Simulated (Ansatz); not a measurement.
# Se on Os(0001): change of the work function, part 3 of 5

Wanted: Δφ(θ) for Se/Os(0001), starting from the hcp site.

Ansatz 0.2.0; plane-wave DFT, r2SCAN, Ansatz PAW.

So far, work function, upper face (eV): step 2 (the clean slab) 5.39; step 3 (17 atoms, coverage 0.25 ML, cell 2x2) 4.79.

## 4. The covered slab, k-mesh 7×7×1, coverage 0.5 ML

System of this step: Se/Os(0001). The cell holds 18 atoms: 16 Os and 2 Se. Cell: a = 5.480 Å, b = 5.480 Å, c = 26.677 Å, α = 90.0°, β = 90.0°, γ = 60.0°. Vacuum lies along c.

Another coverage, to see how the dipoles act on each other as their distance changes.

File input.yaml:

```yaml
crystal:
  lattice:
    - [5.48, 0.0, 0.0]
    - [2.74, 4.7458192128, 0.0]
    - [0.0, 0.0, 26.6769465449]
  atoms:
    - { symbol: Os, position: [0.3333333333, 0.3333333333, 0.3373699454] }
    - { symbol: Os, position: [0.0, 0.0, 0.4184598107] }
    - { symbol: Os, position: [0.3333333333, 0.3333333333, 0.499196727] }
    - { symbol: Os, position: [0.0, 0.0, 0.5773024477] }
    - { symbol: Os, position: [0.3333333333, 0.8333333333, 0.3373699454] }
    - { symbol: Os, position: [0.0, 0.5, 0.4184598107] }
    - { symbol: Os, position: [0.3333333333, 0.8333333333, 0.499196727] }
    - { symbol: Os, position: [0.0, 0.5, 0.5773024477] }
    - { symbol: Os, position: [0.8333333333, 0.3333333333, 0.3373699454] }
    - { symbol: Os, position: [0.5, 0.0, 0.4184598107] }
    - { symbol: Os, position: [0.8333333333, 0.3333333333, 0.499196727] }
    - { symbol: Os, position: [0.5, 0.0, 0.5773024477] }
    - { symbol: Os, position: [0.8333333333, 0.8333333333, 0.3373699454] }
    - { symbol: Os, position: [0.5, 0.5, 0.4184598107] }
    - { symbol: Os, position: [0.8333333333, 0.8333333333, 0.499196727] }
    - { symbol: Os, position: [0.5, 0.5, 0.5773024477] }
    - { symbol: Se, position: [0.3333333333, 0.3333333333, 0.6626300546] }
    - { symbol: Se, position: [0.8333333333, 0.3333333333, 0.6626300546] }
kpoints:
  mp_grid: { grid: [7, 7, 1] }
hamiltonian:
  xc: r2scan
scf:
  occupations: { method: fermi_dirac, width: 0.1 }
  convergence: { dr2_threshold: 1.0e-08 }
efield:
  axis: 3
  dipole_correction: true
  ramp_position: 0.97
  ramp_width: 0.06
relax:
  f_tol: 0.02
  max_steps: 60
  constraints: [{ sites: [0, 1, 4, 5, 8, 9, 12, 13] }]
output:
  bader: true
  dos: { projected: true, e_range: [-8, 4] }
  write_potential: true
  write_density: true
  volumetric_format: npy
```

Started as:

```
ansatz run input.yaml --threads 4 --pin off --max-ram 12288MiB --backend cpu --events-out ev --progress --plain --runs-dir out
```

Numbers of over 12 decimals in the logs are rounded to 6 here.

Output:

```text
[...]
Crystal: 18 atoms, lattice volume = 693.790 Å³
Basis set: ecut = 500 eV, 17509 PW (Γ), exchange–correlation on 160×160×800 points (64 copies of the dense FFT grid, shifted against one another)
Bands: 173, of which v1, the nominal top of the filled ones, is band 144 counted from 1 (143 counted from 0)
Symmetry: 4 space group operations
[...]
k-points: 16 of 49 (time reversal used)
[...]
SCF iter   1: F=—  HF=-193310.357108 eV  |F-HF|=—  |Δ(HF+E_count)|=         —  Δρ=9.80e-3  dr2=8.58e0  dr2_τ=3.49e-1  ethr=1.77e-3  p=0.229 e·Å  D=5.98e-2 V/Å  ΔV_dip=-1.59 eV  dr2_dipole=4.58e0  V_vac-E_F(+/−)=4.07/5.67 eV  ⟨swp⟩=8.8  Hψ=13109  notcnv=0  defer=7
[...]
SCF iter  10: F=-193310.604492 eV  HF=-193310.604492 eV  |F-HF|=5.73e-9  |Δ(HF+E_count)|=   2.99e-8  Δρ=6.37e-7  dr2=3.68e-9  dr2_τ=7.22e-10  ethr=3.47e-12  p=0.095 e·Å  D=2.49e-2 V/Å  ΔV_dip=-0.66 eV  dr2_dipole=7.98e-11  V_vac-E_F(+/−)=4.71/5.37 eV  ⟨swp⟩=15.8  Hψ=20185  notcnv=0
SCF 1 converged in 10 iterations: F = -193310.604492 eV  dr2 = 3.68e-9
[...]
relax step   1: F+E_penalty+E_count = -193310.60449226 eV  Δ(F+E_penalty+E_count) = +0.000e0 eV  max|allowed force component| = 1.747e0 eV/Å  Δτ_max = 0.0000 Å  (10 SCF iters, accepted)
[...]
SCF iter  10: F=-193311.274149 eV  HF=-193311.274149 eV  |F-HF|=8.88e-9  |Δ(HF+E_count)|=   3.19e-8  Δρ=8.34e-7  dr2=7.24e-9  dr2_τ=7.26e-10  ethr=3.47e-12  p=0.141 e·Å  D=3.68e-2 V/Å  ΔV_dip=-0.98 eV  dr2_dipole=8.90e-10  V_vac-E_F(+/−)=4.39/5.37 eV  ⟨swp⟩=15.6  Hψ=21308  notcnv=0
SCF 2 converged in 10 iterations: F = -193311.274149 eV  dr2 = 7.24e-9
relax step   2: F+E_penalty+E_count = -193311.27414901 eV  Δ(F+E_penalty+E_count) = -6.697e-1 eV  max|allowed force component| = 5.939e-1 eV/Å  Δτ_max = 0.1948 Å  (10 SCF iters, accepted)
SCF iter   1: F=—  HF=-193309.907195 eV  |F-HF|=—  |Δ(HF+E_count)|=         —  Δρ=4.88e-3  dr2=8.85e-1  dr2_τ=4.51e0  ethr=2.17e-3  p=0.141 e·Å  D=3.68e-2 V/Å  ΔV_dip=-0.98 eV  dr2_dipole=3.15e-1  V_vac-E_F(+/−)=4.38/5.36 eV  ⟨swp⟩=4.5  Hψ=6939  notcnv=0  defer=16
[...]
SCF iter  10: F=-193311.346460 eV  HF=-193311.346460 eV  |F-HF|=1.05e-8  |Δ(HF+E_count)|=   2.35e-8  Δρ=9.25e-7  dr2=7.52e-9  dr2_τ=5.84e-10  ethr=3.47e-12  p=0.156 e·Å  D=4.06e-2 V/Å  ΔV_dip=-1.08 eV  dr2_dipole=1.51e-10  V_vac-E_F(+/−)=4.30/5.38 eV  ⟨swp⟩=15.9  Hψ=21098  notcnv=0
SCF 3 converged in 10 iterations: F = -193311.346460 eV  dr2 = 7.52e-9
[...]
relax step   3: F+E_penalty+E_count = -193311.34645985 eV  Δ(F+E_penalty+E_count) = -7.231e-2 eV  max|allowed force component| = 2.907e-1 eV/Å  Δτ_max = 0.1675 Å  (10 SCF iters, accepted)
[...]
relax step   4: F+E_penalty+E_count = -193311.38364085 eV  Δ(F+E_penalty+E_count) = -3.718e-2 eV  max|allowed force component| = 1.434e-1 eV/Å  Δτ_max = 0.0516 Å  (10 SCF iters, accepted)
[...]
relax step   5: F+E_penalty+E_count = -193311.38629105 eV  Δ(F+E_penalty+E_count) = -2.650e-3 eV  max|allowed force component| = 2.969e-2 eV/Å  Δτ_max = 0.0094 Å  (8 SCF iters, accepted)
SCF iter   1: F=—  HF=-193311.385121 eV  |F-HF|=—  |Δ(HF+E_count)|=         —  Δρ=1.63e-4  dr2=3.20e-4  dr2_τ=4.63e-3  ethr=9.44e-7  p=0.156 e·Å  D=4.07e-2 V/Å  ΔV_dip=-1.09 eV  dr2_dipole=9.97e-7  V_vac-E_F(+/−)=4.29/5.38 eV  ⟨swp⟩=2.3  Hψ=5556  notcnv=0
[...]
SCF iter   7: F=-193311.386436 eV  HF=-193311.386436 eV  |F-HF|=3.26e-9  |Δ(HF+E_count)|=   1.02e-8  Δρ=4.31e-7  dr2=2.31e-9  dr2_τ=2.36e-10  ethr=3.47e-12  p=0.156 e·Å  D=4.08e-2 V/Å  ΔV_dip=-1.09 eV  dr2_dipole=4.85e-10  V_vac-E_F(+/−)=4.29/5.38 eV  ⟨swp⟩=12.2  Hψ=19903  notcnv=0
SCF 6 converged in 7 iterations: F = -193311.386436 eV  dr2 = 2.31e-9
relax step   6: F+E_penalty+E_count = -193311.38643584 eV  Δ(F+E_penalty+E_count) = -1.448e-4 eV  max|allowed force component| = 1.709e-2 eV/Å  Δτ_max = 0.0030 Å  (7 SCF iters, accepted)
[...]
SCF iter   2: F=-193311.386436 eV  HF=-193311.386436 eV  |F-HF|=8.15e-10  |Δ(HF+E_count)|=   3.99e-9  Δρ=3.17e-7  dr2=2.05e-9  dr2_τ=1.05e-10  ethr=1.00e-12  p=0.156 e·Å  D=4.08e-2 V/Å  ΔV_dip=-1.09 eV  dr2_dipole=4.05e-11  V_vac-E_F(+/−)=4.29/5.38 eV  ⟨swp⟩=9.8  Hψ=17532  notcnv=0
SCF 7 converged in 2 iterations: F = -193311.386436 eV  dr2 = 2.05e-9
[...]
SCF converged after 2 iterations
Free energy (F): -193311.386436 eV
[...]
Internal energy: -193310.943877 eV  (E = F + TS)
E sigma→0 (E₀):  -193311.165156 eV
Entropy (-TS):   -0.442559 eV (-24.587 meV/atom)
Fermi energy:    6.037359 eV
Dipole field:    D = 0.040818 V/Å  (p = 0.156502 e·Å, saw-weighted, corrected)
Work function:   Φ+ = 4.2895 eV   Φ− = 5.3784 eV
[...]
--- Forces (eV/Å), atoms counted from 1 ---
  atom   1  Os    -0.00000000    -0.04610777     0.77679600
  atom   2  Os     0.00000000    -0.04512962    -1.30846828
  atom   3  Os     0.00000000     0.01020153     0.00202415
  atom   4  Os     0.00000000    -0.00408849     0.00412111
  atom   5  Os     0.00000000     0.10741049     1.08628874
  atom   6  Os     0.00000000    -0.02035267    -0.55888698
  atom   7  Os     0.00000000     0.01148234    -0.00127646
  atom   8  Os     0.00000000    -0.01707591     0.00222743
  atom   9  Os    -0.00000000    -0.04610777     0.77679600
  atom  10  Os     0.00000000    -0.04512962    -1.30846828
  atom  11  Os     0.00000000     0.01020153     0.00202415
  atom  12  Os     0.00000000    -0.00408849     0.00412111
  atom  13  Os     0.00000000     0.10741049     1.08628874
  atom  14  Os     0.00000000    -0.02035267    -0.55888698
  atom  15  Os     0.00000000     0.01148234    -0.00127646
  atom  16  Os     0.00000000    -0.01707591     0.00222743
  atom  17  Se     0.00000000     0.00366041    -0.00281846
  atom  18  Se     0.00000000     0.00366041    -0.00281846
  max |Σ_I F_I| component: 1.45e-5 eV/Å
--- Band table (eV; the first three rows and the last of 16) ---
  k-point 0: bands = [... 140 lower, 6.3100, 6.3490, 6.7082, 7.0459, 7.1786, 7.2928, 7.3580, 7.6474, ... 25 higher]
  k-point 1: bands = [... 140 lower, 6.2613, 6.2776, 6.2789, 6.2810, 6.4904, 7.2620, 7.4456, 7.4516, ... 25 higher]
  k-point 2: bands = [... 140 lower, 5.5863, 5.7529, 5.7695, 6.0771, 6.5855, 6.7500, 6.7802, 6.8466, ... 25 higher]
  k-point 15: bands = [... 140 lower, 5.3025, 5.4928, 5.5236, 5.6795, 5.8042, 5.8912, 6.1942, 6.5285, ... 25 higher]
--- Relaxed structure (6 steps of the walk, 6 accepted, 0 SCFs on fresh bases) ---
  F+E_penalty+E_count = -193311.38643584 eV   max|allowed force component| = 1.709e-2 eV/Å
  atoms:
    - { symbol: Os, position: [0.333333, 0.333333, 0.3373699454] }
    - { symbol: Os, position: [-1.773272886518168e-17, 0.0, 0.4184598107] }
    - { symbol: Os, position: [0.332793, 0.334414, 0.498653] }
    - { symbol: Os, position: [-0.00209775, 0.00419551, 0.576948] }
    - { symbol: Os, position: [0.333333, 0.833333, 0.3373699454] }
    - { symbol: Os, position: [2.7755575615628914e-17, 0.500000, 0.4184598107] }
    - { symbol: Os, position: [0.334354, 0.831291, 0.499053] }
    - { symbol: Os, position: [-0.00368335, 0.507367, 0.579970] }
    - { symbol: Os, position: [0.83333333335, 0.333333, 0.3373699454] }
    - { symbol: Os, position: [0.5, 0.0, 0.4184598107] }
    - { symbol: Os, position: [0.832793, 0.334414, 0.498653] }
    - { symbol: Os, position: [0.497902, 0.00419551, 0.576948] }
    - { symbol: Os, position: [0.83333333335, 0.833333, 0.3373699454] }
    - { symbol: Os, position: [0.5, 0.500000, 0.4184598107] }
    - { symbol: Os, position: [0.834354, 0.831291, 0.499053] }
    - { symbol: Os, position: [0.496317, 0.507367, 0.579970] }
    - { symbol: Se, position: [0.341256, 0.317487, 0.651445] }
    - { symbol: Se, position: [0.841256, 0.317487, 0.651445] }
--- Bader charges: 18 sites ---
  site symbol  charge [e]  shift [e]
     0     Os     -0.0808     0.0001
     1     Os      0.0796     0.0002
     2     Os      0.0632     0.0000
     3     Os      0.0579     0.0004
     4     Os     -0.0802     0.0001
     5     Os      0.0776     0.0001
     6     Os      0.0198     0.0000
     7     Os      0.0791     0.0002
     8     Os     -0.0808     0.0001
     9     Os      0.0796     0.0002
    10     Os      0.0632     0.0000
    11     Os      0.0579     0.0004
    12     Os     -0.0802     0.0001
    13     Os      0.0776     0.0001
    14     Os      0.0198     0.0000
    15     Os      0.0791     0.0002
    16     Se     -0.2163     0.0006
    17     Se     -0.2163     0.0006
  estimated error of the sums over rays = 6.9e-4 e
```

It took 15 min on 4 threads of Arm Neoverse V1, shared host; peak memory 5.9 GiB; 58 min of CPU time.

Relaxation path:

| step | energy less that of the first step (eV) | largest force component (eV/Å) |
| --- | --- | --- |
| 1 | 0.0000 | 1.7473 |
| 2 | -0.6697 | 0.5939 |
| 3 | -0.7420 | 0.2907 |
| 4 | -0.7791 | 0.1434 |
| 5 | -0.7818 | 0.0297 |
| 6 | -0.7819 | 0.0171 |

Forces are held to the 4 operations that the run works with; a distortion that breaks them can't arise in this run.

The atoms that moved most (Å):

| atom | dx | dy | dz | length |
| --- | --- | --- | --- | --- |
| Se18 | 0.000 | -0.075 | -0.298 | 0.308 |
| Se17 | 0.000 | -0.075 | -0.298 | 0.308 |
| Os8 | 0.000 | 0.035 | 0.071 | 0.079 |
| Os16 | 0.000 | 0.035 | 0.071 | 0.079 |
| Os12 | 0.000 | 0.020 | -0.009 | 0.022 |
| Os4 | 0.000 | 0.020 | -0.009 | 0.022 |
| Os3 | 0.000 | 0.005 | -0.014 | 0.015 |
| Os11 | 0.000 | 0.005 | -0.014 | 0.015 |

Final coordinates:

```xyz
18
Lattice="5.4800 0.0000 0.0000 2.7400 4.7458 0.0000 0.0000 0.0000 26.6769" Properties=species:S:1:pos:R:3
Os    2.7400    1.5819    9.0000
Os    0.0000    0.0000   11.1632
Os    2.7400    1.5871   13.3026
Os    0.0000    0.0199   15.3912
Os    4.1100    3.9548    9.0000
Os    1.3700    2.3729   11.1632
Os    4.1100    3.9452   13.3132
Os    1.3700    2.4079   15.4718
Os    5.4800    1.5819    9.0000
Os    2.7400    0.0000   11.1632
Os    5.4800    1.5871   13.3026
Os    2.7400    0.0199   15.3912
Os    6.8500    3.9548    9.0000
Os    4.1100    2.3729   11.1632
Os    6.8500    3.9452   13.3132
Os    4.1100    2.4079   15.4718
Se    2.7400    1.5067   17.3786
Se    5.4800    1.5067   17.3786
```

This step gave:

```
energy at zero smearing        : -193311.1652 eV
work function, upper face      : 4.289 eV
work function, lower face      : 5.378 eV
dipole along the normal        : 0.1565 e·Å
step between the vacuum levels : -1.089 eV
```

The density of states has structure finer than the step of the table below, so its rows give means over 0.5 eV, whole bins alone (the curve runs from -8 to 1.98 eV). Peaks (eV: height): -5.32: 34.5, -4.81: 32.4, -2.89: 30.4, -2.65: 40.0, -2.38: 29.8, -1.65: 31.7, -0.57: 29.4.

Table of density of states by energy, zero at the Fermi level; means over each step:

energy (eV), density of states (states/eV a cell) and a bar from the least value:
```
     -7.5       11.9 
     -7.0       13.9 ####
     -6.5       15.5 #######
     -6.0       14.4 #####
     -5.5       17.6 ###########
     -5.0       18.9 ##############
     -4.5       15.7 #######
     -4.0       14.2 #####
     -3.5       22.0 ####################
     -3.0       19.9 ################
     -2.5       27.1 ##############################
     -2.0       19.1 ##############
     -1.5       15.3 #######
     -1.0       12.6 #
     -0.5       13.2 ###
      0.0       13.9 ####
      0.5       11.9 
      1.0       14.4 #####
      1.5       22.6 #####################
```

Projected DOS per atom over height of the atomic layer and energy from the Fermi level. Layers: Os4 Os4 Os4 Os4 Se2 from below.

Ten even steps from '_' (0.22 states/eV) to '@' (2.15 states/eV), each cell a mean:
```
--++++--..
**==++++..
--::..::__
--::..::__
==....::__
==::..--__
==....::__
--::::--..
++----++..
@@====++__
@@++++**..
====++++::
========..
::--------
----::::..
======----
::==--++--
::------::
--++--::..
..==++::..
__--==::__
__::::....
```
Columns: height of the atomic layer (Å) from 9 to 17.4 (not evenly spaced); rows upwards: energy from the Fermi level (eV) from -7.96 to 1.95.

The relaxation took 6 steps and lowered the energy by 0.78 eV; the largest force on the free atoms ends at 0.017 eV/Å.

The covered face has 4.29 eV, -1.10 eV against the clean one; the bare back face has moved by -0.06 eV, a measure of how thin the slab is.

## 5. The covered slab, k-mesh 13×13×1, coverage 1 ML

System of this step: Se/Os(0001). The cell holds 5 atoms: 4 Os and 1 Se. Cell: a = 2.740 Å, b = 2.740 Å, c = 26.677 Å, α = 90.0°, β = 90.0°, γ = 60.0°. Vacuum lies along c.

Another coverage, to see how the dipoles act on each other as their distance changes.

input.yaml, the sections that differ from step 4:

```yaml
crystal:
  lattice:
    - [2.74, 0.0, 0.0]
    - [1.37, 2.3729096064, 0.0]
    - [0.0, 0.0, 26.6769465449]
  atoms:
    - { symbol: Os, position: [0.6666666667, 0.6666666667, 0.3373699454] }
    - { symbol: Os, position: [0.0, 0.0, 0.4184598107] }
    - { symbol: Os, position: [0.6666666667, 0.6666666667, 0.499196727] }
    - { symbol: Os, position: [0.0, 0.0, 0.5773024477] }
    - { symbol: Se, position: [0.6666666667, 0.6666666667, 0.6626300546] }
kpoints:
  mp_grid: { grid: [13, 13, 1] }
relax:
  f_tol: 0.02
  max_steps: 60
  constraints: [{ sites: [0, 1] }]
output:
  bader: true
  write_potential: true
  write_density: true
  volumetric_format: npy
# hamiltonian, scf, efield: as in step 4
```

Output:

```text
[...]
Crystal: 5 atoms, lattice volume = 173.447 Å³
Basis set: ecut = 500 eV, 4285 PW (Γ), exchange–correlation on 80×80×800 points (64 copies of the dense FFT grid, shifted against one another)
Bands: 48, of which v1, the nominal top of the filled ones, is band 40 counted from 1 (39 counted from 0)
Symmetry: 6 space group operations
[...]
- { symbol: Os, position: [-2.061760775811534e-17, -2.0916483791916316e-17, 0.580398] }
    - { symbol: Se, position: [0.666667, 0.666667, 0.656212] }
--- Bader charges: 5 sites ---
  site symbol  charge [e]  shift [e]
     0     Os     -0.0804     0.0001
     1     Os      0.0920     0.0002
     2     Os      0.0253     0.0000
     3     Os      0.0895     0.0001
     4     Se     -0.1264     0.0001
  estimated error of the sums over rays = 4.6e-4 e
[key lines of the parts left out:]
SCF converged after 2 iterations
Free energy (F): -51066.089253 eV
Fermi energy:    7.187712 eV
Dipole field:    D = 0.063398 V/Å  (p = 0.060769 e·Å, saw-weighted, corrected)
Work function:   Φ+ = 3.6989 eV   Φ− = 5.3901 eV
```

Elapsed: 54 s, on 4 threads; peak memory 0.89 GiB.

Relaxation path:

| step | energy less that of the first step (eV) | largest force component (eV/Å) |
| --- | --- | --- |
| 1 | 0.0000 | 1.1758 |
| 2 | -0.1271 | 0.2955 |
| 3 | -0.1165 | 0.5594 |
| 4 | -0.1355 | 0.0129 |

Relaxation step 3 was tried and not accepted.

Forces are held to the 6 operations that the run works with; a distortion that breaks them can't arise in this run.

The atoms that moved most (Å):

| atom | dx | dy | dz | length |
| --- | --- | --- | --- | --- |
| Se5 | 0.000 | 0.000 | -0.171 | 0.171 |
| Os4 | 0.000 | 0.000 | 0.083 | 0.083 |
| Os3 | 0.000 | 0.000 | -0.012 | 0.012 |

The relaxation took 4 steps and lowered the energy by 0.14 eV; the largest force on the free atoms ends at 0.013 eV/Å.

The covered face has 3.70 eV, -1.69 eV against the clean one; the bare back face has moved by -0.05 eV, a measure of how thin the slab is.

## 6. Work function against coverage

This step: plane-wave DFT, r2SCAN, Ansatz PAW; work function against coverage (Ansatz 0.2.0).

The runs are now put side by side.

This step gave:

```yaml
work_function_of_the_clean_face: 5.392 eV
largest_change_of_the_work_function: -1.694 eV
```

Table of work function of the covered face by coverage:

| coverage (adsorbates/nm²) | work function of the covered face (eV) |
| --- | --- |
| 0.00 | 5.39 |
| 3.85 | 4.79 |
| 7.69 | 4.29 |
| 15.38 | 3.70 |

The dipole per adsorbate comes from the change of the cell's dipole. Coverage, by row:

| coverage (1/nm²) | coverage (ML) | work function (eV) | change (eV) | dipole per adsorbate, positive end outwards (debye) | mean height of the added atoms over the highest substrate atom (Å) |
| --- | --- | --- | --- | --- | --- |
| 3.845 | 0.25 | 4.79 | -0.6026 | 0.39 | 1.9 |
| 7.69 | 0.5 | 4.289 | -1.103 | 0.361 | 1.907 |
| 15.38 | 1 | 3.699 | -1.694 | 0.284 | 2.022 |

(Part 3 of 5 ends here.)

[Logs are printed without paths, hosts, clocks, repeated set-up lines and the standing remarks that a program may print on its own settings, such as how far it seeks lower states.]

[Hosts, paths, dates, database ids (printed as entryN), source tags and the programs' standing remarks are cut or masked in the printed files.]

[Maps of the electrostatic potential energy from Ansatz leave out the sawtooth potential of an applied field or a dipole correction, so their vacuum need not be flat; planar profiles and work functions include it.]

[The density of states shown here was stored with 400 of the rows of the run's finer table, so its peaks can read low, often by over a quarter, or be missed, and its means over a window can be off by a tenth or more.]
